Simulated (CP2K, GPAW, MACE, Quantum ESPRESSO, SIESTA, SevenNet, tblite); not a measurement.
# Which site? Te in place of Se in BeSe(110)/BP(110) interface (50 atoms), by several methods

Aim: compare the energies of Te in place of Se at unlike sites of BeSe(110)/BP(110) interface (50 atoms), with plane waves as the reference.

Results are calculated, not measured.

## 1. Set-up

The cell holds 50 atoms (9 Be, 9 Se, 16 B and 16 P), with edges of 6.29, 8.90 and 13.07 Å. Recipe: zinc-blende BeSe(110), 3 repeat layers, 3 surface cells, strained +0.00 and -0.00 %; zinc-blende BP(110), 4 layers, 4 cells, -1.93 and -1.93 %; outer planes 2.26 Å apart and 2.29 Å at the second interface of the periodic stack; not relaxed, displaced by a Gaussian of 0.02 Å. Then the atoms were relaxed with MACE MPA-0 medium in the fixed cell. Regions: BeSe, 18 atoms; BP, 32 atoms.

## 2. The reference input

Quantum ESPRESSO 7.5: Kohn-Sham DFT, PBE, SSSP efficiency 1.3.0 pseudopotentials, plane waves. Its input, pw.in, for the unchanged cell:

```
&control
  calculation = 'scf'
  pseudo_dir = './pseudo'
  outdir = './tmp'
  disk_io = 'none'
  tprnfor = .true.
  tstress = .true.
/
&system
  ibrav = 0
  nat = 50
  ntyp = 4
  ecutwfc = 45
  ecutrho = 360
  nosym = .true.
  occupations = 'smearing'
  smearing = 'fd'
  degauss = 0.003675
/
&electrons
  conv_thr = 2.5e-07
  electron_maxstep = 100
  mixing_beta = 0.2
  mixing_mode = 'local-TF'
  diagonalization = 'david'
/
ATOMIC_SPECIES
Be 9.012 Be.upf
Se 78.971 Se.upf
B 10.810 B.upf
P 30.974 P.upf
CELL_PARAMETERS angstrom
6.29400 0.00000 0.00000
0.00000 8.90100 0.00000
0.00000 0.00000 13.07122
ATOMIC_POSITIONS crystal
Be 0.65654 0.68958 0.02327
Se 0.34493 0.58943 0.99936
Be 0.18417 0.66366 0.13972
Se 0.85137 0.57881 0.14338
[... 44 atom lines left out ...]
B 0.20600 0.43891 0.79550
P 0.45154 0.33103 0.83203
K_POINTS gamma
```

```console
$ OMP_NUM_THREADS=1 mpirun -np 2 pw.x -in pw.in > output.txt
```

The job ended after 2.2 min (2 MPI ranks of Arm Neoverse V1, shared host; peak memory 1.3 GiB).

It converged with an r.m.s. force component of 0.46 eV/Å and a pressure of 3.0 GPa.

## 3. Programs and settings

The levels share the cells and solve them as single points, though not every level runs every cell. CPU time is summed over a level's finished runs, on a host shared with the other runs, so it is rough; the force column is the median over cells of the r.m.s. difference of force components from the reference.

| level | basis or training data | k-points | runs finished | CPU time | peak memory (GiB) | force difference (meV/Å) |
| --- | --- | --- | --- | --- | --- | --- |
| QE, PBE | plane waves, SSSP efficiency, 45/360 Ry | Γ | 6 of 6 | 27 min | 1.4 | reference |
| CP2K double zeta, PBE | DZVP-UZH, GTH-PBE potentials, 600 Ry | Γ | 5 of 5 | 23 min | 2.3 | 48 |
| GPAW dzp, PBE | dzp orbitals, PAW, h 0.18 Å | Γ | 5 of 5 | 12 min | 0.99 | 98 |
| tblite GFN1-xTB | tight binding with its own dispersion term | Γ | 5 of 5 | 16 s | 0.11 | 536 |
| MACE MPA-0 medium | trained on PBE(+U) plane-wave data | - | 6 of 6 | 50 s | 0.85 | 463 |
| SevenNet l3i5 | trained on PBE(+U) plane-wave data | - | 6 of 6 | 61 s | 1.1 | 362 |

Runs without a converged result: SIESTA DZP, PBE, 5 single points (refused). A level enters a table below only where it finished every cell that the table needs.

The reference's own r.m.s. force component runs from 458 to 476 meV/Å over these cells. MACE MPA-0 medium relaxed the atoms, so in the cells that it relaxed its own forces are small, and its entry isn't an independent test there.

## 4. The sites

Each changed cell was relaxed with MACE MPA-0 medium before the single points. Neighbours are the site's nearest atoms before the change.

| site | nearest atoms | their mean distance (Å) | atoms within 6 Å | largest move on relaxing (Å) | longest force left in the reference (eV/Å) |
| --- | --- | --- | --- | --- | --- |
| Se18 | Be3 | 2.29 | 53 | 0.24 | 1.48 |
| Se12 | Be3B | 2.25 | 52 | 0.22 | 1.57 |
| Se6 | Be3P | 2.27 | 55 | 0.21 | 1.48 |
| Se4 | Be4 | 2.24 | 49 | 0.25 | 1.42 |
| Se10 | Be4 | 2.26 | 50 | 0.15 | 1.48 |

## 5. Site energies

All changed cells hold the same atoms, so within one level their energies compare with no chemical potential. Energies in eV, less that of Se18, the reference's cheapest site; the last column is the largest deviation from the reference once each row's mean is taken off.

| level | Se18 | Se12 | Se6 | Se4 | Se10 | cheapest | largest deviation |
| --- | --- | --- | --- | --- | --- | --- | --- |
| QE, PBE | 0.00 | 0.42 | 0.45 | 0.48 | 0.73 | Se18 | - |
| CP2K double zeta, PBE | 0.00 | 0.44 | 0.45 | 0.46 | 0.73 | Se18 | 0.02 |
| GPAW dzp, PBE | 0.00 | 0.35 | 0.45 | 0.42 | 0.75 | Se18 | 0.05 |
| tblite GFN1-xTB | 0.00 | 0.49 | 0.81 | 0.31 | 0.66 | Se18 | 0.33 |
| MACE MPA-0 medium | 0.00 | 0.26 | 0.25 | 0.13 | 0.15 | Se18 | 0.33 |
| SevenNet l3i5 | 0.00 | 0.56 | 0.44 | 0.68 | 0.78 | Se18 | 0.13 |

## 6. What came out

In the reference the cheapest site is Se18 (Be3) and the dearest Se10 (Be4), 0.73 eV higher. All 5 other levels pick the same cheapest site, and 1 gives the whole order. CP2K double zeta, PBE follows the reference most closely (0.02 eV at worst) and MACE MPA-0 medium least (0.33 eV).

The other programs at PBE deviate by 0.05 eV at most, the learned potentials by 0.13 to 0.33 eV.

Caveats: The geometries are those of MACE MPA-0 medium; forces of up to 1.6 eV/Å remain in the reference, so relaxing in DFT would lower the energies, by amounts that can differ from site to site and can change the order. For MACE MPA-0 medium alone these are relaxed energies. Defects interact with their periodic images. Only 5 of the 9 Se sites are compared. Learned potentials don't solve for electrons, so the charge or spin state of a defect can't be set in them. The reference samples only Γ, in a cell whose shortest periodic width is 6 Å. The reference isn't exact: its cutoffs and mesh weren't converged further here. The learned potentials mimic data converged in k, so the sampling error of the reference's coarse mesh counts against them here, while programs on the same mesh share it. Spin–orbit coupling is left out. Where levels are smeared, the DFT runs use Fermi–Dirac occupations at 580 K (0.05 eV), and energies are free energies.

[Logs are printed without paths, hosts, clocks, repeated set-up lines and the standing remarks that a program may print on its own settings, such as how far it seeks lower states.]

[Hosts, paths, dates, database ids (printed as entryN), source tags and the programs' standing remarks are cut or masked in the printed files.]
